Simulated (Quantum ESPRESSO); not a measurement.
The O K edge of atom 3 in SiO2 (Stishovite, P4_2/mnm), with 2 Si at 1.76 Å and 1 Si at 1.81 Å (distorted trigonal planar, site symmetry m2m), was computed in 2 ways: full core hole (charged cell) and no core hole. Program and functional: Quantum ESPRESSO XSpectra, PBE, Lorentzian half width 0.3 eV up to 4 eV, rising linearly to 2.5 eV at 25 eV; cells of 6 and 12 atoms (the run without a hole in the smaller).

Each run is counted from its own lowest empty level or Fermi level and scaled to a mean of 1 over its first 20 eV. (XSpectra's own axis starts at xe0, in the gap; it has been shifted.)

| E (eV) | run 1 | run 2 |
| --- | --- | --- |
| -2.0 | 0.04 | 0.03 |
| -1.5 | 0.05 | 0.03 |
| -1.0 | 0.06 | 0.04 |
| -0.5 | 0.08 | 0.05 |
| 0.0 | 0.12 | 0.07 |
| 0.5 | 0.21 | 0.11 |
| 1.0 | 0.42 | 0.20 |
| 1.5 | 0.76 | 0.38 |
| 2.0 | 1.47 | 0.75 |
| 2.5 | 1.80 | 1.01 |
| 3.0 | 1.69 | 0.94 |
| 3.5 | 1.55 | 0.83 |
| 4.0 | 1.33 | 0.84 |
| 4.5 | 1.33 | 0.90 |
| 5.0 | 1.42 | 0.97 |
| 5.5 | 1.59 | 1.09 |
| 6.0 | 1.75 | 1.24 |
| 6.5 | 1.85 | 1.39 |
| 7.0 | 1.92 | 1.56 |
| 7.5 | 1.95 | 1.76 |
| 8.0 | 2.00 | 2.00 |
| 8.5 | 2.03 | 2.22 |
| 9.0 | 1.91 | 2.38 |
| 9.5 | 1.66 | 2.40 |
| 10.0 | 1.35 | 2.23 |
| 10.5 | 1.07 | 1.88 |
| 11.0 | 0.85 | 1.51 |
| 11.5 | 0.70 | 1.22 |
| 12.0 | 0.60 | 1.02 |
| 12.5 | 0.53 | 0.89 |
| 13.0 | 0.48 | 0.79 |
| 13.5 | 0.45 | 0.71 |
| 14.0 | 0.43 | 0.64 |
| 14.5 | 0.41 | 0.59 |
| 15.0 | 0.39 | 0.55 |
| 15.5 | 0.38 | 0.52 |
| 16.0 | 0.37 | 0.50 |
| 16.5 | 0.38 | 0.50 |
| 17.0 | 0.39 | 0.50 |
| 17.5 | 0.40 | 0.51 |
| 18.0 | 0.43 | 0.53 |
| 18.5 | 0.45 | 0.55 |
| 19.0 | 0.48 | 0.57 |
| 19.5 | 0.50 | 0.59 |
| 20.0 | 0.53 | 0.60 |
| 20.5 | 0.55 | 0.62 |
| 21.0 | 0.56 | 0.64 |
| 21.5 | 0.58 | 0.66 |
| 22.0 | 0.59 | 0.67 |
| 22.5 | 0.59 | 0.69 |
| 23.0 | 0.60 | 0.70 |
| 23.5 | 0.59 | 0.70 |
| 24.0 | 0.58 | 0.68 |
| 24.5 | 0.56 | 0.65 |
| 25.0 | 0.53 | 0.62 |
| 25.5 | 0.50 | 0.58 |
| 26.0 | 0.47 | 0.54 |
| 26.5 | 0.45 | 0.51 |
| 27.0 | 0.43 | 0.49 |
| 27.5 | 0.42 | 0.48 |
| 28.0 | 0.42 | 0.47 |
| 28.5 | 0.41 | 0.46 |
| 29.0 | 0.41 | 0.45 |
| 29.5 | 0.41 | 0.45 |
| 30.0 | 0.41 | 0.45 |
| 30.5 | 0.42 | 0.44 |
| 31.0 | 0.42 | 0.44 |
| 31.5 | 0.42 | 0.44 |
| 32.0 | 0.42 | 0.44 |

**Question.** Which run is which?

Run 1: full core hole (charged cell) (area from −2 to 6 eV 7.4, main maxima 2.6 eV (1.82), 8.4 eV (2.03) and 22.9 eV (0.60)). Run 2: no core hole (area from −2 to 6 eV 4.4, main maxima 2.7 eV (1.03), 9.4 eV (2.41) and 23.1 eV (0.70)). With each curve scaled to its own mean, the area from −2 to 6 eV with the hole is 7.4 against 4.4, and the centre of weight from −1 to 20 eV moves by -1.4 eV: the hole pulls the absorber's empty states down.

[Hosts, paths, dates, database ids (printed as entryN), source tags and the programs' standing remarks are cut or masked in the printed files.]

[Lists of maxima count a maximum above −3 eV only where it reaches 4 % of the highest in the window and stands out from its surroundings by 2 % of it (1.5 % where it reaches 55 %); shoulders and weaker maxima are passed over, and of the rest the first, up to two pre-edge ones and the few strongest are named.]
